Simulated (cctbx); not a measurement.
# What is wrong with this refinement?

Cell a = 5.6340 Å, b = 10.6310 Å, c = 13.7880 Å, α = 90.00°, β = 90.00°, γ = 90.00°; space group Ibam (no. 72).

Simulated single-crystal data (cctbx): synchrotron X-rays, λ = 0.4959 Å, to d = 0.75 Å, 80 % of the full sphere, strongest reflection 70000 counts, noise from counting, a 6 % proportional error and a noise floor of 8 counts (s.d.); no absorption, and some extinction, which the refinements don't model.

An anisotropic refinement with weights 1/σ² prints:

```text
Rint 0.044, 31 unique reflections to 2.02 A
cycle     R1     wR2    GooF  max shift (A)
   1  0.0194  0.0462   2.550   0.00745
   2  0.0108  0.0201   1.112   0.00000
final R1 0.0108 wR2 0.0201 GooF 1.112  parameters 23  data/parameter 1.3
atom        x        y        z      Ueq    occ   su(xyz)  su(Uiso or U11)
Te1    0.76838  0.37226  0.34744   0.0126  1.000  0.00053  0.0110
Ru1    0.00000  0.50000  0.25000   0.0099  1.000  0.00000  0.0198
Ru2    0.50000  0.74146  0.25000   0.0039  1.000  0.00067  0.0095
K1     0.27007  0.62602  0.00000   0.0126  1.000  0.00163  0.0209  NPD
difference map: max 0.33 min -0.14 rms 0.07
Q1    0.2495  0.1185  0.5000    8    0.34  2.11 A from Te1
Q2    0.2495  0.1372  0.1881   16    0.18  1.98 A from Ru2
Q3    0.0000  0.0000  0.1381    8    0.07  2.04 A from Te1
Q4    0.0000  0.5000  0.1435    8    0.04  1.47 A from Ru1
```

Q: Accept it or mend it, and why?

Mend it. The fault: data cut at low resolution. Against the right model at the same level, R1 goes from 0.0182 to 0.0108 and GooF from 1.03 to 1.11 and K1 goes non-positive-definite. The atoms are right, but there are too few data for the parameters: R1 flatters and the s.u.s grow. Data per parameter fall from 23.1 to 1.3.

The compound is K2Te4Ru3. The right model at the same level gives:

```text
Rint 0.046, 531 unique reflections to 0.75 A
cycle     R1     wR2    GooF  max shift (A)
   1  0.0375  0.1230   3.311   0.00406
   2  0.0182  0.0384   1.034   0.00000
final R1 0.0182 wR2 0.0384 GooF 1.034  parameters 23  data/parameter 23.1
atom        x        y        z      Ueq    occ   su(xyz)  su(Uiso or U11)
Te1    0.76804  0.37220  0.34742   0.0101  1.000  0.00003  0.0001
Ru1    0.00000  0.50000  0.25000   0.0087  1.000  0.00000  0.0002
Ru2    0.50000  0.74210  0.25000   0.0047  1.000  0.00002  0.0001
K1     0.26850  0.62600  0.00000   0.0144  1.000  0.00015  0.0004
difference map: max 0.83 min -2.54 rms 0.33
Q1    0.9950  0.1261  0.1324   16    0.86  1.51 A from Te1
Q2    0.2408  0.0620  0.1834   16    0.85  1.85 A from Ru1
Q3    0.2400  0.2528  0.4640   16    0.84  1.39 A from K1
Q4    0.2404  0.0161  0.4616   16    0.84  1.60 A from K1
Q5    0.0706  0.2205  0.5000    8    0.83  1.98 A from K1
Q6    0.2421  0.1864  0.1648   16    0.77  1.89 A from Ru2
```

Isotropic U is held between 0.0001 and 1 Å² by the program, and listed peak heights are interpolated, so they can pass the grid's maximum.

The model was made for the exercise: a known structure type with other elements put in, its volume estimated, not relaxed; displacement parameters are assumed.

[Middle refinement cycles are left out of these outputs.]

[Logs are printed without paths, hosts, clocks, repeated set-up lines and the standing remarks that a program may print on its own settings, such as how far it seeks lower states.]
